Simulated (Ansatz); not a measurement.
Planning a run of Ansatz 0.2.0 on HgC2S2N2 (C2/m). The input:

```yaml
crystal:
  lattice:
    - [5.357415, -1.990685, 0.0]
    - [5.357415, 1.990685, 0.0]
    - [-0.5832855378, 0.0, 6.3115800959]
  atoms:
    - { symbol: Hg, position: [0.0, 0.0, 0.0] }
    - { symbol: C, position: [0.2673277025, 0.2673277025, 0.2271556682] }
    - { symbol: C, position: [0.7326722975, 0.7326722975, 0.7728443318] }
    - { symbol: S, position: [0.1321884281, 0.1321884281, 0.3334714758] }
    - { symbol: S, position: [0.8678115719, 0.8678115719, 0.6665285242] }
    - { symbol: "N", position: [0.3651176362, 0.3651176362, 0.1563324665] }
    - { symbol: "N", position: [0.6348823638, 0.6348823638, 0.8436675335] }
kpoints:
  mp_grid: { grid: [4, 4, 2] }
hamiltonian:
  xc: pbe
  pseudopotentials: { kind: paw, azcp: { folder: soft_1 } }
scf:
  occupations: { method: fixed }
gw:
  n_empty_bands: 529
  ecut_chi: 140
  qp_bands: [v2, c2]
  qp_kpoints: band_edges
  screening: { model: contour_deformation }
```

```sh
ansatz run input.yaml --threads 2 --pin off --max-ram 92160MiB --backend cuda --events-out ev --progress --plain --runs-dir out --devices 1 --max-vram 13GiB
```

Q: Estimate wall time and host memory on 1 × NVIDIA H100 80GB HBM3 (shared by 6 runs) with 2 threads of AMD EPYC 7R13 (Zen 3), shared host.

It took 19 s; on shared hardware allow 9.5 s to 38 s. Peak host memory was 2.0 GiB. The sizes that set the cost: 2639 plane waves a state, 14 irreducible k points, 554 bands summed, 507 plane waves in the screening and 9 SCF cycles.

The screening grows as filled bands × empty bands × pairs of k points, times the square of the screening basis for the matrix.

[Paths, hosts, dates, memory and timing lines, banners, echoed tables and standing remarks are left out of the program output.]

[Logs are printed without paths, hosts, clocks, repeated set-up lines and the standing remarks that a program may print on its own settings, such as how far it seeks lower states.]

[Runs of the session that timed out or met a known fault of the program may be left out.]

[Cells called generated may have been cut or substituted from an entry of the Crystallography Open Database or the Materials Project.]

[Hosts, paths, dates, database ids (printed as entryN), source tags and the programs' standing remarks are cut or masked in the printed files.]
